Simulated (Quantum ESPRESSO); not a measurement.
# 1T-SnSe2, 1 layer, stepped through biaxial strain, part 5 of 7

Aim: how the results for 1T-SnSe2, 1 layer change with biaxial strain.

Quantum ESPRESSO 7.5; plane-wave DFT, PBE, GBRV ultrasoft pseudopotentials.

So far. Step 8 (Bands along a path, -4 %): Along this path the valence top lies at Γ and the conduction bottom at M.

## 9. Relaxing the ions, -3 %

Level of this step: plane-wave DFT, PBE, GBRV ultrasoft pseudopotentials (Quantum ESPRESSO 7.5).

Contents of m1.relax.in:

```
&control
  prefix = 'm1.relax'
  outdir = './out'
  pseudo_dir = './pseudo'
  nstep = 40
  forc_conv_thr = 0.0003
  calculation = 'relax'
  tstress = .true.
/
&system
  ibrav = 0
  nat = 3
  ntyp = 2
  ecutwfc = 50
  ecutrho = 250
  occupations = 'smearing'
  smearing = 'fd'
  degauss = 0.002
/
&electrons
  conv_thr = 1e-09
  mixing_beta = 0.4
  electron_maxstep = 120
  mixing_mode = 'plain'
/
&ions
/
ATOMIC_SPECIES
  Se  78.9710  se_pbe_v1.uspp.F.UPF
  Sn  118.7100  sn_pbe_v1.4.uspp.F.UPF
CELL_PARAMETERS angstrom
  3.72837384666000 0.00000000000000 0.00000000000000
  -1.86418692333000 3.22886646555000 0.00000000000000
  0.00000000000000 0.00000000000000 17.11048904300000
ATOMIC_POSITIONS crystal
  Se  0.666666666700 0.333333333300 0.406276276500
  Sn  0.000000000000 0.000000000000 0.500000000000
  Se  0.333333333300 0.666666666700 0.593723723500
K_POINTS automatic
  12 12 1 0 0 0
```

Command:

```
OMP_NUM_THREADS=1 mpirun -n 4 pw.x -nk 4 -in m1.relax.in > m1.relax.out
```

What it wrote:

```text
[banner, memory and clock lines left out]
Program PWSCF v.7.5 starts
[...]
Message from routine setup:
[...]
number of electrons       =        26.00
     number of Kohn-Sham states=           17
     kinetic-energy cutoff     =      50.0000  Ry
     charge density cutoff     =     250.0000  Ry
[...]
number of k points=    19  Fermi-Dirac smearing, width (Ry)=  0.0020
[...]
Dense  grid:    92749 G-vectors     FFT dimensions: (  36,  36, 180)
[...]
negative rho (up, down):  1.522E-04 0.000E+00
     Starting wfcs are   17 randomized atomic wfcs
[...]
negative rho (up, down):  5.991E-05 0.000E+00
[...]
estimated scf accuracy    <       0.45398955 Ry
[...]
negative rho (up, down):  1.126E-04 0.000E+00
[...]
estimated scf accuracy    <       0.07041624 Ry
[...]
negative rho (up, down):  1.646E-04 0.000E+00
[...]
estimated scf accuracy    <       0.00773985 Ry
[...]
negative rho (up, down):  2.171E-04 0.000E+00
[...]
estimated scf accuracy    <       0.00168021 Ry
[...]
negative rho (up, down):  2.368E-04 0.000E+00
[...]
estimated scf accuracy    <       0.00016484 Ry
[...]
negative rho (up, down):  2.434E-04 0.000E+00
[...]
estimated scf accuracy    <       0.00004301 Ry
[...]
negative rho (up, down):  2.477E-04 0.000E+00
[...]
estimated scf accuracy    <       0.00001441 Ry
[...]
negative rho (up, down):  2.507E-04 0.000E+00
[...]
estimated scf accuracy    <       0.00000292 Ry
[...]
negative rho (up, down):  2.525E-04 0.000E+00
[...]
estimated scf accuracy    <       0.00000064 Ry
[...]
negative rho (up, down):  2.535E-04 0.000E+00
[...]
estimated scf accuracy    <       0.00000004 Ry
[...]
negative rho (up, down):  2.541E-04 0.000E+00
[...]
estimated scf accuracy    <          1.8E-09 Ry
[...]
negative rho (up, down):  2.550E-04 0.000E+00
[...]
the Fermi energy is    -0.7221 ev
!    total energy              =    -246.51619643 Ry
     estimated scf accuracy    <          3.4E-10 Ry
     smearing contrib. (-TS)   =      -0.00000001 Ry
     internal energy E=F+TS    =    -246.51619642 Ry
[...]
one-electron contribution =    -662.57125400 Ry
     hartree contribution      =     338.90162565 Ry
     xc contribution           =    -102.52905700 Ry
     ewald contribution        =     179.68248893 Ry
     convergence has been achieved in  12 iterations
     negative rho (up, down):  2.550E-04 0.000E+00
[...]
Total force =     0.021299     Total SCF correction =     0.000002
[...]
negative rho (up, down):  2.550E-04 0.000E+00
[...]
negative rho (up, down):  2.566E-04 0.000E+00
[...]
negative rho (up, down):  2.545E-04 0.000E+00
[...]
estimated scf accuracy    <       0.00000806 Ry
[...]
negative rho (up, down):  2.539E-04 0.000E+00
[...]
estimated scf accuracy    <       0.00000173 Ry
[...]
negative rho (up, down):  2.537E-04 0.000E+00
[...]
estimated scf accuracy    <       0.00000025 Ry
[...]
negative rho (up, down):  2.537E-04 0.000E+00
[...]
estimated scf accuracy    <       0.00000003 Ry
[...]
negative rho (up, down):  2.536E-04 0.000E+00
[...]
estimated scf accuracy    <          1.9E-09 Ry
[...]
negative rho (up, down):  2.536E-04 0.000E+00
[...]
the Fermi energy is    -0.7170 ev
!    total energy              =    -246.51659921 Ry
     estimated scf accuracy    <          1.3E-10 Ry
     smearing contrib. (-TS)   =      -0.00000001 Ry
     internal energy E=F+TS    =    -246.51659920 Ry
[...]
one-electron contribution =    -661.17304605 Ry
     hartree contribution      =     338.20845770 Ry
     xc contribution           =    -102.52028422 Ry
     ewald contribution        =     178.96827337 Ry
     convergence has been achieved in   6 iterations
     negative rho (up, down):  2.536E-04 0.000E+00
[...]
Total force =     0.016533     Total SCF correction =     0.000019
[...]
negative rho (up, down):  2.536E-04 0.000E+00
[...]
negative rho (up, down):  2.558E-04 0.000E+00
[...]
negative rho (up, down):  2.532E-04 0.000E+00
[...]
estimated scf accuracy    <       0.00000969 Ry
[...]
negative rho (up, down):  2.524E-04 0.000E+00
[...]
estimated scf accuracy    <       0.00000208 Ry
[...]
negative rho (up, down):  2.521E-04 0.000E+00
[...]
estimated scf accuracy    <       0.00000030 Ry
[...]
negative rho (up, down):  2.519E-04 0.000E+00
[...]
estimated scf accuracy    <       0.00000004 Ry
[...]
negative rho (up, down):  2.519E-04 0.000E+00
[...]
estimated scf accuracy    <          2.3E-09 Ry
[...]
negative rho (up, down):  2.518E-04 0.000E+00
[...]
estimated scf accuracy    <          1.3E-10 Ry
[...]
negative rho (up, down):  2.518E-04 0.000E+00
[...]
the Fermi energy is    -0.7117 ev
!    total energy              =    -246.51692595 Ry
     estimated scf accuracy    <          1.6E-11 Ry
     smearing contrib. (-TS)   =      -0.00000002 Ry
     internal energy E=F+TS    =    -246.51692593 Ry
[...]
one-electron contribution =    -659.63505844 Ry
     hartree contribution      =     337.44610712 Ry
     xc contribution           =    -102.51072065 Ry
     ewald contribution        =     178.18274605 Ry
     convergence has been achieved in   7 iterations
     negative rho (up, down):  2.518E-04 0.000E+00
[...]
Total force =     0.011365     Total SCF correction =     0.000008
[...]
negative rho (up, down):  2.518E-04 0.000E+00
[...]
negative rho (up, down):  2.570E-04 0.000E+00
[...]
negative rho (up, down):  2.513E-04 0.000E+00
[...]
estimated scf accuracy    <       0.00002188 Ry
[...]
negative rho (up, down):  2.494E-04 0.000E+00
[...]
estimated scf accuracy    <       0.00000466 Ry
[...]
negative rho (up, down):  2.488E-04 0.000E+00
[...]
estimated scf accuracy    <       0.00000078 Ry
[...]
negative rho (up, down):  2.486E-04 0.000E+00
[...]
estimated scf accuracy    <       0.00000009 Ry
[...]
negative rho (up, down):  2.485E-04 0.000E+00
[...]
estimated scf accuracy    <          5.4E-09 Ry
[...]
negative rho (up, down):  2.484E-04 0.000E+00
[...]
estimated scf accuracy    <          5.6E-10 Ry
[...]
negative rho (up, down):  2.484E-04 0.000E+00
[...]
estimated scf accuracy    <          8.5E-11 Ry
[...]
negative rho (up, down):  2.485E-04 0.000E+00
[...]
the Fermi energy is    -0.7039 ev
!    total energy              =    -246.51719106 Ry
     estimated scf accuracy    <          8.3E-12 Ry
     smearing contrib. (-TS)   =      -0.00000003 Ry
     internal energy E=F+TS    =    -246.51719103 Ry
[...]
one-electron contribution =    -657.32715999 Ry
     hartree contribution      =     336.30174645 Ry
     xc contribution           =    -102.49649286 Ry
     ewald contribution        =     177.00471537 Ry
     convergence has been achieved in   8 iterations
     negative rho (up, down):  2.485E-04 0.000E+00
[...]
Total force =     0.003750     Total SCF correction =     0.000007
[...]
negative rho (up, down):  2.485E-04 0.000E+00
[...]
negative rho (up, down):  2.500E-04 0.000E+00
[...]
negative rho (up, down):  2.481E-04 0.000E+00
[...]
estimated scf accuracy    <       0.00000532 Ry
[...]
negative rho (up, down):  2.474E-04 0.000E+00
[...]
estimated scf accuracy    <       0.00000113 Ry
[...]
negative rho (up, down):  2.471E-04 0.000E+00
[...]
estimated scf accuracy    <       0.00000020 Ry
[...]
negative rho (up, down):  2.470E-04 0.000E+00
[...]
estimated scf accuracy    <       0.00000002 Ry
[...]
negative rho (up, down):  2.469E-04 0.000E+00
[...]
estimated scf accuracy    <          1.3E-09 Ry
[...]
negative rho (up, down):  2.468E-04 0.000E+00
[...]
estimated scf accuracy    <          8.4E-11 Ry
[...]
negative rho (up, down):  2.468E-04 0.000E+00
[...]
the Fermi energy is    -0.7002 ev
!    total energy              =    -246.51722401 Ry
     estimated scf accuracy    <          1.2E-11 Ry
     smearing contrib. (-TS)   =      -0.00000005 Ry
     internal energy E=F+TS    =    -246.51722396 Ry
[...]
one-electron contribution =    -656.19038412 Ry
     hartree contribution      =     335.73805310 Ry
     xc contribution           =    -102.48953883 Ry
     ewald contribution        =     176.42464589 Ry
     convergence has been achieved in   7 iterations
     negative rho (up, down):  2.468E-04 0.000E+00
[...]
Total force =     0.000063     Total SCF correction =     0.000007
[...]
negative rho (up, down):  2.468E-04 0.000E+00
[...]
```

Elapsed: 69 s, on 4 MPI ranks of Arm Neoverse V2, shared host; peak memory 0.67 GiB; 4.6 min of CPU time.

Relaxation path:

```
step  energy less that of the first step (eV)  largest force (eV/Å)
   1                                   0.0000                0.3872
   2                                  -0.0055                0.3006
   3                                  -0.0099                0.2066
   4                                  -0.0135                0.0682
   5                                  -0.0140                0.0011
```

The atoms that moved most (Å):

```
atom     dx     dy      dz  length
 Se1  0.000  0.000  -0.036   0.036
 Se3  0.000  0.000   0.036   0.036
```

The relaxed structure:

```xyz
3
Lattice="3.7284 0.0000 0.0000 -1.8642 3.2289 0.0000 0.0000 0.0000 17.1105" Properties=species:S:1:pos:R:3
Se    1.8642    1.0763    6.9152
Sn    0.0000    0.0000    8.5552
Se    0.0000    2.1526   10.1953
```

The relaxation lowers the energy by 5 meV an atom.

Numbers from this step:

- free energy: -3354.0377 eV
- Fermi energy: -0.7002 eV

## 10. Self-consistent run, -3 %

Contents of m1.scf.in:

```
&control
  prefix = 'm1.scf'
  outdir = './out'
  pseudo_dir = './pseudo'
  calculation = 'scf'
  tprnfor = .true.
/
&system
  ibrav = 0
  nat = 3
  ntyp = 2
  ecutwfc = 40
  ecutrho = 200
  occupations = 'smearing'
  smearing = 'fd'
  degauss = 0.002
  nbnd = 17
/
&electrons
  conv_thr = 1e-09
  mixing_beta = 0.4
  electron_maxstep = 120
  mixing_mode = 'plain'
/
ATOMIC_SPECIES
  Se  78.9710  se_pbe_v1.uspp.F.UPF
  Sn  118.7100  sn_pbe_v1.4.uspp.F.UPF
CELL_PARAMETERS angstrom
  3.72837384666000 0.00000000000000 0.00000000000000
  -1.86418692333000 3.22886646555000 0.00000000000000
  0.00000000000000 0.00000000000000 17.11048904300000
ATOMIC_POSITIONS crystal
  Se  0.666666666700 0.333333333300 0.404151032000
  Sn  0.000000000000 0.000000000000 0.500000000000
  Se  0.333333333300 0.666666666700 0.595848968000
K_POINTS automatic
  12 12 1 0 0 0
```

Command:

```
OMP_NUM_THREADS=1 mpirun -n 4 pw.x -nk 4 -in m1.scf.in > m1.scf.out
```

What it wrote:

```text
[banner, memory and clock lines left out]
Program PWSCF v.7.5 starts
[...]
Message from routine setup:
[...]
number of electrons       =        26.00
     number of Kohn-Sham states=           17
     kinetic-energy cutoff     =      40.0000  Ry
     charge density cutoff     =     200.0000  Ry
[...]
number of k points=    19  Fermi-Dirac smearing, width (Ry)=  0.0020
[...]
Dense  grid:    66277 G-vectors     FFT dimensions: (  32,  32, 150)
[...]
negative rho (up, down):  1.717E-04 0.000E+00
     Starting wfcs are   17 randomized atomic wfcs
[...]
negative rho (up, down):  9.929E-05 0.000E+00
[...]
estimated scf accuracy    <       0.44800320 Ry
[...]
negative rho (up, down):  1.468E-04 0.000E+00
[...]
estimated scf accuracy    <       0.07183572 Ry
[...]
negative rho (up, down):  1.901E-04 0.000E+00
[...]
estimated scf accuracy    <       0.00869021 Ry
[...]
negative rho (up, down):  2.382E-04 0.000E+00
[...]
estimated scf accuracy    <       0.00174993 Ry
[...]
negative rho (up, down):  2.529E-04 0.000E+00
[...]
estimated scf accuracy    <       0.00017587 Ry
[...]
negative rho (up, down):  2.560E-04 0.000E+00
[...]
estimated scf accuracy    <       0.00003118 Ry
[...]
negative rho (up, down):  2.588E-04 0.000E+00
[...]
estimated scf accuracy    <       0.00000992 Ry
[...]
negative rho (up, down):  2.608E-04 0.000E+00
[...]
estimated scf accuracy    <       0.00000406 Ry
[...]
negative rho (up, down):  2.619E-04 0.000E+00
[...]
estimated scf accuracy    <       0.00000037 Ry
[...]
negative rho (up, down):  2.626E-04 0.000E+00
[...]
estimated scf accuracy    <       0.00000007 Ry
[...]
negative rho (up, down):  2.630E-04 0.000E+00
[...]
estimated scf accuracy    <          4.5E-09 Ry
[...]
negative rho (up, down):  2.632E-04 0.000E+00
[...]
estimated scf accuracy    <          1.0E-09 Ry
[...]
negative rho (up, down):  2.636E-04 0.000E+00
[...]
the Fermi energy is    -0.6999 ev
!    total energy              =    -246.51076835 Ry
     estimated scf accuracy    <          1.0E-10 Ry
     smearing contrib. (-TS)   =      -0.00000005 Ry
     internal energy E=F+TS    =    -246.51076830 Ry
[...]
one-electron contribution =    -656.18574896 Ry
     hartree contribution      =     335.74163423 Ry
     xc contribution           =    -102.49129949 Ry
     ewald contribution        =     176.42464591 Ry
     convergence has been achieved in  13 iterations
     negative rho (up, down):  2.636E-04 0.000E+00
[...]
Total force =     0.000092     Total SCF correction =     0.000006
[...]
```

Run time: 15 s. Hardware: 4 MPI ranks; peak memory 0.45 GiB; 61 s of CPU time.

Numbers from this step:

| Property | Result |
| --- | --- |
| free energy | -3353.9499 eV |
| Fermi energy | -0.6999 eV |
| valence top, on the run's zero | -1.016 eV |
| conduction bottom, on the run's zero | -0.4096 eV |
| gap by band count | 0.6064 eV |

## 11. SCF with pw.x, -3 %

Level of this step: plane-wave DFT, PBE, PseudoDojo fully relativistic norm-conserving pseudopotentials (Quantum ESPRESSO 7.5).

m1.soc.in, as its differences from the input of step 10:

```diff
@@ -1,3 +1,3 @@
 &control
-  prefix = 'm1.scf'
+  prefix = 'm1.soc'
   outdir = './out'
@@ -11,4 +11,4 @@
   ntyp = 2
-  ecutwfc = 40
-  ecutrho = 200
+  ecutwfc = 78
+  ecutrho = 312
   occupations = 'smearing'
@@ -16,6 +16,8 @@
   degauss = 0.002
-  nbnd = 17
+  noncolin = .true.
+  lspinorb = .true.
+  nbnd = 52
 /
 &electrons
-  conv_thr = 1e-09
+  conv_thr = 1e-07
   mixing_beta = 0.4
@@ -25,4 +27,4 @@
 ATOMIC_SPECIES
-  Se  78.9710  se_pbe_v1.uspp.F.UPF
-  Sn  118.7100  sn_pbe_v1.4.uspp.F.UPF
+  Se  78.9710  Se.dojo-fr-pbe-0.4-standard.upf
+  Sn  118.7100  Sn.dojo-fr-pbe-0.4-standard.upf
 CELL_PARAMETERS angstrom
@@ -36,2 +38,2 @@
 K_POINTS automatic
-  12 12 1 0 0 0
+  6 6 1 0 0 0
```

Command:

```
OMP_NUM_THREADS=1 mpirun -n 4 pw.x -nk 2 -in m1.soc.in > m1.soc.out
```

What it wrote:

```text
[banner, memory and clock lines left out]
Program PWSCF v.7.5 starts
[...]
Message from routine setup:
[...]
number of electrons       =        46.00
     number of Kohn-Sham states=           52
     kinetic-energy cutoff     =      78.0000  Ry
     charge density cutoff     =     312.0000  Ry
[...]
number of k points=     7  Fermi-Dirac smearing, width (Ry)=  0.0020
[...]
Dense  grid:   129361 G-vectors     FFT dimensions: (  40,  40, 192)
[...]
negative rho (up, down):  8.463E-06 0.000E+00
     Starting wfcs are   54 randomized atomic wfcs
[...]
negative rho (up, down):  3.474E-06 0.000E+00
[...]
estimated scf accuracy    <       0.07404014 Ry
[...]
negative rho (up, down):  1.731E-06 0.000E+00
[...]
estimated scf accuracy    <       0.01413813 Ry
[...]
negative rho (up, down):  4.130E-07 0.000E+00
[...]
estimated scf accuracy    <       0.00299055 Ry
[...]
estimated scf accuracy    <       0.00042806 Ry
[...]
estimated scf accuracy    <       0.00003200 Ry
[...]
estimated scf accuracy    <       0.00000331 Ry
[...]
estimated scf accuracy    <       0.00000021 Ry
[...]
the Fermi energy is     0.0507 ev
!    total energy              =    -642.46007265 Ry
     estimated scf accuracy    <       0.00000001 Ry
     smearing contrib. (-TS)   =      -0.00000028 Ry
     internal energy E=F+TS    =    -642.46007237 Ry
[...]
one-electron contribution =   -1977.86201898 Ry
     hartree contribution      =     989.66292732 Ry
     xc contribution           =    -140.95338582 Ry
     ewald contribution        =     486.69240510 Ry
     convergence has been achieved in   8 iterations
[...]
Total force =     0.001568     Total SCF correction =     0.000185
[...]
```

Run time: 51 s. Hardware: 4 MPI ranks; peak memory 0.99 GiB; 3.4 min of CPU time.

Read from the output:

```
free energy                          : -8741.1146 eV
Fermi energy                         : 0.0507 eV
valence top, on the run's zero       : -0.1974 eV
conduction bottom, on the run's zero : 0.3272 eV
gap by band count                    : 0.5246 eV
```

(Continued in part 6 of 7.)

[Logs are printed without paths, hosts, clocks, repeated set-up lines and the standing remarks that a program may print on its own settings, such as how far it seeks lower states.]

[Hosts, paths, dates, database ids (printed as entryN), source tags and the programs' standing remarks are cut or masked in the printed files.]

[Maps of the electrostatic potential energy from Ansatz leave out the sawtooth potential of an applied field or a dipole correction, so their vacuum need not be flat; planar profiles and work functions include it.]
